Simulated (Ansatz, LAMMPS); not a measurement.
# A frame of liquid mixture of 1,4-dioxane and H2O from 300 K (184 atoms): where an added charge goes: runs compared

Does an extra electron or hole in a frame of liquid mixture of 1,4-dioxane and H2O from 300 K (184 atoms) stay spread out, or do the atoms trap it?

Computed with Ansatz 0.2.0: Kohn-Sham DFT, PBE+D4, PAW (set soft_2), plane waves.

**1. The cell as built**

The cell holds 184 atoms: 32 C, 40 O and 112 H. Its edges and angles: a = 12.287 Å, b = 12.287 Å, c = 12.287 Å, α = 90.0°, β = 90.0°, γ = 90.0°. 8 1,4-dioxane, 24 H2O placed at random, at 1.02 g/cm³; overlaps pushed apart, then 10 ps at 450 K with MMFF94 bonds, angles, torsions, charges and radii (Halgren, J. Comput. Chem. 17, 490 (1996)) in harmonic and 12-6 forms; SPC/E water (Berendsen, Grigera and Straatsma, J. Phys. Chem. 91, 6269 (1987)). Snapshot after 20 ps at 300 K and fixed volume.

Limits known from the start: The network of contacts between molecules at the start is that of the classical potential that made the cell, and needn't be the one that DFT or experiment would give. Sampling is at Γ alone, for a cell whose shortest periodic width is 12 Å. The liquid is relaxed first, so the results are those of a frozen frame at zero temperature.

**2. The reference run**

The reference is a single point at the end of the relaxation.

The charged cells start from the geometry of this run, on a uniform background, with spin and a narrow Fermi–Dirac smearing.

Its input, with most atom lines left out:

```yaml
crystal:
  lattice:
    - [12.28703, 0.0, 0.0]
    - [0.0, 12.28703, 0.0]
    - [0.0, 0.0, 12.28703]
  atoms:
    - { symbol: C, position: [0.41865, 0.11282, 0.90659] }
    - { symbol: C, position: [0.38815, 0.14517, 0.0231] }
    - { symbol: O, position: [0.38594, 0.26154, 0.03243] }
    - { symbol: C, position: [0.30039, 0.30791, 0.96639] }
    - { symbol: C, position: [0.27802, 0.23683, 0.86658] }
    - { symbol: O, position: [0.3769, 0.18912, 0.82879] }
    - { symbol: H, position: [0.3868, 0.03015, 0.88936] }
    [... atom lines 8 to 184 left out ...]
kpoints:
  mp_grid: { grid: [1, 1, 1] }
hamiltonian:
  xc: pbe
  dispersion: d4
scf:
  occupations: { method: fixed }
output:
  forces: true
  stress: true
  populations: true
  dos:
    method: { smearing: { sigma: 0.15 } }
    de: 0.1
    projected: { site_lists: { C: [C], H: [H], O: [O] } }
  eigenvalues: true
  write_density: true
  write_potential: true
  volumetric_format: npy
  elf: true
```

* free energy per atom: -176.7377 eV/atom
* r.m.s. force component: 0.00934 eV/Å
* pressure: -0.1927 GPa

Filled and empty levels are parted by 4.29 eV (at Γ alone); a semilocal functional tends to put such gaps too low. In a disordered cell it changes from sample to sample and from frame to frame.

**3. The runs**

Each row is one run, on 4 threads of Arm Neoverse V1, shared host. The free energy is the program's total, comparable only between runs with the same functional, potentials and atoms; between charge states it hangs on the program's zero of potential.

```tsv
run	atoms	outcome	ionic steps, all passes	free energy (eV)	time	host memory (GiB)
Single point at the start	184	converged	-	-32511.024	22 s	2.2
Relaxation	184	converged	51	-32519.740	14 min	2.2
Single point at the relaxed geometry	184	converged	-	-32519.740	48 s	2.5
An extra electron, atoms held	184	converged	-	-32516.533	100 s	4.2
An extra electron, atoms relaxed	184	converged	15	-32516.573	9.4 min	4.1
An extra electron, levels at the relaxed geometry	184	converged	-	-32516.573	1.7 min	4.2
Neutral at the geometry of the electron	184	converged	-	-32519.723	40 s	2.5
An extra hole, atoms held	184	converged	-	-32518.324	3.6 min	4.2
An extra hole, atoms relaxed	184	cut at the time limit	9	-32518.420	12 min	4.2
```

In some runs the program notes that the exchange-correlation potential is rough where the density is thin and starting moments were not kept.

**4. Energies and spread of the extra charge**

Energies are differences within one cell and functional; the shift is the gain plus the neutral cell's energy at the new geometry, that is how much cheaper the vertical process becomes there. The spread is the participation number of the site moments (1/Σw², over the spin inside atomic spheres), with the atom that holds the largest share and the spin that the spheres hold in all.

```tsv
carrier	charged less neutral, atoms held (eV)	gain on relaxing (eV)	neutral cell at that geometry, less the reference (eV)	shift of the vertical energy (eV)	spread, atoms held	spread, relaxed
electron	3.207	0.040	0.017	0.057	-	-
hole *	1.416	0.096	-	-	18; O90 11 % of 0.57 μB	-
```

* The relaxation stopped at its limit.

**5. Findings**

The extra electron gains 0.040 eV as the atoms relax: so small a gain shows no trapping at this level. The cell with the electron keeps a moment of only 0.00 μB where one unpaired electron should give 1 μB: the carrier is shared between both spins, which can hide trapping. The extra hole gains 0.096 eV as the atoms relax. Adding the two vertical energies gives 4.62 eV, against a gap of 4.29 eV in the neutral cell. The zero of the potential cancels in this sum; the excess isn't taken apart here: charging of a small cell, filling of bands on a coarse mesh and the attraction to the background can all enter.

**Limits.** Single energies of charged cells hang on the program's zero of potential. In the spin-polarised runs the search for a state of lower energy was switched off. No distortion was seeded, so a trapped state behind a barrier can't be found. Local and semilocal functionals favour spread-out charges, so trapping can be missed. The density was typed from a rule of thumb and may lie off the real one at this temperature. Charged cells carry a uniform background, with no correction for images.

The DFT runs together took 44 min of wall time.

[Logs are printed without paths, hosts, clocks, repeated set-up lines and the standing remarks that a program may print on its own settings, such as how far it seeks lower states.]

[Hosts, paths, dates, database ids (printed as entryN), source tags and the programs' standing remarks are cut or masked in the printed files.]

[The MMFF94 radii named for the starting cell were scaled by 0.96; in molecules described by MMFF94, hydrogen bound to N, O or S took a small fixed 12-6 site in their place.]
